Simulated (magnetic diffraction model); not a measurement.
# VBi₂Se₅: what an assumed order does to the neutron pattern

Space group Pnma (no. 62), a = 12.1340 Å, b = 8.5220 Å, c = 7.9150 Å.

| site | atom | x | y | z |
| --- | --- | --- | --- | --- |
| 8d | Bi | 0.1790 | 0.5045 | 0.9560 |
| 4c | Se | 0.2029 | 1/4 | 0.6691 |
| 4c | Se | 0.9953 | 1/4 | 0.9402 |
| 4c | Se | 0.8118 | 1/4 | 0.3499 |
| 8d | Se | 0.9207 | 0.9658 | 0.6702 |
| 4c | V | 0.9979 | 1/4 | 0.5698 |

The compound is invented for this exercise: a known structure type with other elements, its cell scaled to their sizes and not relaxed.

Only V is taken to order (form factors of V4+); orders and moment sizes are assumed, and not adapted to the symmetry. Radiation: neutrons of λ = 2.567 Å, 8° to 45°; isotropic B of 0.39 Å² (Bi), 0.8 Å² (Se) and 0.7 Å² (V). The intensities are simulated: I ∝ L Σ (|F_N|² + |F_M⊥|²) for unpolarised neutrons, with F_M = 2.695 fm/μB × Σ f(s) S exp(2πi Q·r) exp(−B s²) at Q = H ± k (one set where k and −k are equivalent), only the part normal to Q counting and L = 1/(sin²θ cos θ). For collinear order S is the moment m, which repeats by lattice and centring translations R with the sign exp(−2πi k·R). Form factors are spin-only for 3d ions and dipole or tabulated for f ions, scattering lengths are Sears's of 1992, and absorption is left out. A label names one of the reflections at its angle. The strongest nuclear line in the range is 100, and lines under 0.2 are left out.

Assume the order k = (0 0 0), collinear moments along [001], 0.43 μB on V; signs + at (0.9979, 1/4, 0.5698), − at (0.4979, 1/4, 0.9302), + at (0.0021, 3/4, 0.4302), − at (0.5021, 3/4, 0.0698).

Predict the pattern, nuclear and magnetic parts apart.

| 2θ (°) | index | nuclear | magnetic |
| --- | --- | --- | --- |
| 12.14 | (1 0 0) | 0.0 | 4.8 |
| 22.33 | (1 0 1) | 60.1 | 0.0 |
| 24.43 | (2 0 0) | 42.9 | 0.0 |
| 28.40 | (1 1 1) | 1.8 | 0.3 |
| 30.10 | (2 1 0) | 0.9 | 0.0 |
| 30.92 | (2 0 1) | 0.0 | 0.7 |
| 35.06 | (0 2 0) | 30.3 | 0.0 |
| 37.00 | (3 0 0) | 0.0 | 0.4 |
| 37.24 | (1 2 0) | 0.0 | 0.8 |
| 37.85 | (0 0 2) | 9.8 | 0.0 |
| 39.89 | (1 0 2) | 0.6 | 0.0 |
| 40.01 | (0 2 1) | 0.0 | 0.4 |
| 41.75 | (3 0 1) | 1.8 | 0.0 |
| 41.96 | (1 2 1) | 19.6 | 0.0 |
| 43.20 | (2 2 0) | 2.1 | 0.0 |
| 43.79 | (1 1 2) | 100.0 | 0.0 |

The strongest magnetic line in the range is (1 0 0) at 12.14° (4.8). On top of the Lorentz factor, which all lines share, magnetic lines fade with angle because f falls: for V4+ it is 0.90, 0.67, 0.42 and 0.10 at sin θ/λ = 0.1, 0.2, 0.3 and 0.5 Å⁻¹, while nuclear lengths stay constant. The order has no net moment.
